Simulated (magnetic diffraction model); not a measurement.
# Which magnetic order? NdTiMnGe₂

Space group I-4m2 (no. 119), a = 4.0650 Å, c = 10.9240 Å.

| site | atom | x | y | z |
| --- | --- | --- | --- | --- |
| 2a | Nd | 0 | 0 | 0 |
| 4e | Ge | 0 | 0 | 0.3715 |
| 2d | Mn | 1/2 | 0 | 1/4 |
| 2c | Ti | 0 | 1/2 | 1/4 |

The compound is invented for this exercise: a known structure type with other elements, its cell scaled to their sizes and not relaxed.

Only Nd and Mn are taken to order (form factors of Nd3+ and Mn2+); orders and moment sizes are assumed, and not adapted to the symmetry. Radiation: neutrons of λ = 2.36 Å, 3° to 100°; isotropic B of 0.21 Å² (Nd), 0.38 Å² (Ge), 0.29 Å² (Mn) and 0.43 Å² (Ti). The intensities are simulated: I ∝ L Σ (|F_N|² + |F_M⊥|²) for unpolarised neutrons, with F_M = 2.695 fm/μB × Σ f(s) S exp(2πi Q·r) exp(−B s²) at Q = H ± k (one set where k and −k are equivalent), only the part normal to Q counting and L = 1/(sin²θ cos θ). For collinear order S is the moment m, which repeats by lattice and centring translations R with the sign exp(−2πi k·R). Form factors are spin-only for 3d ions and dipole or tabulated for f ions, scattering lengths are Sears's of 1992, and absorption is left out. A label names one of the reflections at its angle. The strongest nuclear line in the range is 100, and lines under 0.2 are left out.

Above the ordering temperature:

```tsv
2θ (°)	index	I
24.95	(0 0 2)	35.1
36.09	(1 0 1)	4.5
48.48	(1 1 0)	100.0
51.20	(0 0 4)	11.5
51.58	(1 0 3)	73.9
70.98	(2 0 0)	16.1
75.64	(1 0 5)	33.4
76.55	(2 0 2)	20.5
80.80	(0 0 6)	7.0
82.30	(2 1 1)	2.3
92.72	(2 0 4)	20.4
93.02	(2 1 3)	67.0
```

Below it (cell unchanged):

| 2θ (°) | I |
| --- | --- |
| 12.40 | 45.5 |
| 24.95 | 35.1 |
| 33.75 | 5.4 |
| 36.09 | 4.5 |
| 37.82 | 4.2 |
| 42.43 | 8.7 |
| 48.48 | 100.0 |
| 50.24 | 4.6 |
| 51.20 | 11.5 |
| 51.58 | 73.9 |
| 62.74 | 4.2 |
| 63.07 | 3.4 |
| 65.38 | 1.1 |
| 70.98 | 16.1 |
| 72.39 | 1.8 |
| 75.64 | 33.4 |
| 76.55 | 20.5 |
| 80.80 | 7.0 |
| 80.95 | 1.4 |
| 82.30 | 2.3 |
| 83.35 | 1.6 |
| 85.44 | 2.0 |
| 86.33 | 2.6 |
| 90.50 | 2.0 |
| 92.72 | 20.4 |
| 93.02 | 67.0 |
| 98.25 | 0.5 |

**Question.** Find the propagation vector, then choose among these models:
A. collinear moments along [110], 2 μB on Nd and 2.31 μB on Mn; signs + at (0, 0, 0), + at (1/2, 0, 1/4)
B. collinear moments along [110], 2 μB on Nd and 2.31 μB on Mn; signs + at (0, 0, 0), − at (1/2, 0, 1/4)
C. collinear moments along [001], 2 μB on Nd and 2.31 μB on Mn; signs + at (0, 0, 0), − at (1/2, 0, 1/4)
D. collinear moments along [001], 2 μB on Nd and 2.31 μB on Mn; signs + at (0, 0, 0), + at (1/2, 0, 1/4)

The new lines index as (0 0 1) at 12.40°, (0 1 0) at 33.75°, (0 0 3) at 37.82° and (1 0 2) at 42.43°, that is as H ± k with k = (0 0 1). The indices are whole but break the lattice centring, so the moments reverse under a centring translation, those with k·t a half-integer.

Magnetic intensity, observed (below minus above) and for each model:

| 2θ (°) | index | observed | A | B | C | D |
| --- | --- | --- | --- | --- | --- | --- |
| 12.40 | (0 0 1) | 45.5 | 45.5 | 45.5 | <0.2 | <0.2 |
| 33.75 | (0 1 0) | 5.4 | 5.4 | 5.4 | 10.8 | 10.8 |
| 37.82 | (0 0 3) | 4.2 | 4.2 | 4.2 | <0.2 | <0.2 |
| 50.24 | (1 1 1) | 4.6 | 4.6 | 4.6 | 8.0 | 8.0 |
| 62.74 | (1 0 4) | 4.2 | 4.2 | 4.2 | 1.6 | 1.6 |
| 72.39 | (2 0 1) | 1.8 | 1.8 | 1.8 | 3.4 | 3.4 |
| 86.33 | (2 1 2) | 2.6 | 2.6 | 2.6 | 4.3 | 4.3 |
| 90.50 | (1 0 6) | 2.0 | 2.0 | 2.0 | 0.4 | 0.4 |

Models A and B match alike on every line, so these data can't choose among them (such ties are often domains of one structure).

The structure used: k = (0 0 1), collinear moments along [110], 2 μB on Nd and 2.31 μB on Mn; signs + at (0, 0, 0), + at (1/2, 0, 1/4).

[Logs are printed without paths, hosts, clocks, repeated set-up lines and the standing remarks that a program may print on its own settings, such as how far it seeks lower states.]
